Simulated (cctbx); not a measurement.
# Reading a Patterson map

Space group F-43m (no. 216), a = 9.6120 Å, b = 9.6120 Å, c = 9.6120 Å, α = 90.00°, β = 90.00°, γ = 90.00°, content Pr4 In4 Ag4 As4 S24.

Simulated single-crystal data (cctbx): Mo Kα, λ = 0.71073 Å, to d = 0.65 Å, 70 % of the full sphere, strongest reflection 20000 counts, noise from counting, a 6 % proportional error and a noise floor of 4 counts (s.d.); no absorption.

Patterson synthesis, origin scaled to 1000:

```text
Patterson group F m -3 m
      u       v       w   height  length (A)
  0.000   0.000   0.000   1000.0     0.00
  0.000   0.000   0.500    917.7     4.81
  0.250   0.250   0.250    827.4     4.16
  0.000   0.250   0.250    286.5     3.40
  0.000   0.000   0.252    160.2     2.42
  0.000   0.067   0.067     17.7     0.91
  0.000   0.066   0.434     17.0     4.22
  0.000   0.000   0.095     15.3     0.91
  0.054   0.054   0.054     13.8     0.90
  0.000   0.000   0.408     13.0     3.92
  0.184   0.184   0.254     11.8     3.49
  0.053   0.053   0.447     11.5     4.36
  0.169   0.216   0.284      8.7     3.80
  0.169   0.216   0.216      8.4     3.36
```

**Question.** Which atom pairs make the peaks, and where is the heaviest atom?

A peak at u stands for all pairs with xi − xj = u, with weight Σ ZiZj against Σ Z² = 42864 at the origin. Peak heights follow these weights only roughly, since form factors, motion and series ripples differ, all vectors within 0.55 Å of a peak are counted as merged into it though the farther ones add only part of their weight, and F(000) is left out, which lowers the whole map:

| u | v | w | shortest length (Å) | height | 1000 ΣZiZj/ΣZ² | pairs in the cell |
| --- | --- | --- | --- | --- | --- | --- |
| 0.000 | 0.000 | 0.500 | 4.81 | 918 | 963 | 8 × Pr–Ag, 8 × In–As, 24 × S–S |
| 0.250 | 0.250 | 0.250 | 4.16 | 827 | 811 | 4 × Pr–In, 4 × In–Ag, 4 × Pr–As, 4 × Ag–As |
| 0.000 | 0.250 | 0.250 | 3.40 | 286 | 412 | 8 × Pr–S, 8 × Ag–S, 16 × S–S |
| 0.000 | 0.000 | 0.252 | 2.42 | 160 | 245 | 8 × In–S, 8 × As–S |

The table stops at ten peaks or at a height of 45, below which ripples compete. In the model behind the data Pr, the heaviest element, has 1 independent site: (1/4, 1/4, 3/4), up to an allowed shift of origin. No listed peak is a Pr–Pr vector, so the position follows from the cell content and the cross vectors. The whole model:

| atom | mult. | x | y | z | Ueq (Å²) |
| --- | --- | --- | --- | --- | --- |
| Pr1 | 4 | 1/4 | 1/4 | 3/4 | 0.0069 |
| In1 | 4 | 0 | 0 | 0 | 0.0064 |
| Ag1 | 4 | 1/4 | 1/4 | 1/4 | 0.0085 |
| As1 | 4 | 1/2 | 0 | 0 | 0.0163 |
| S1 | 24 | 1/2 | 0 | 0.7566 | 0.0146 |

The model is made up (kin elements in a known structure type, no relaxation), so it says nothing on whether the phase exists.

[Logs are printed without paths, hosts, clocks, repeated set-up lines and the standing remarks that a program may print on its own settings, such as how far it seeks lower states.]
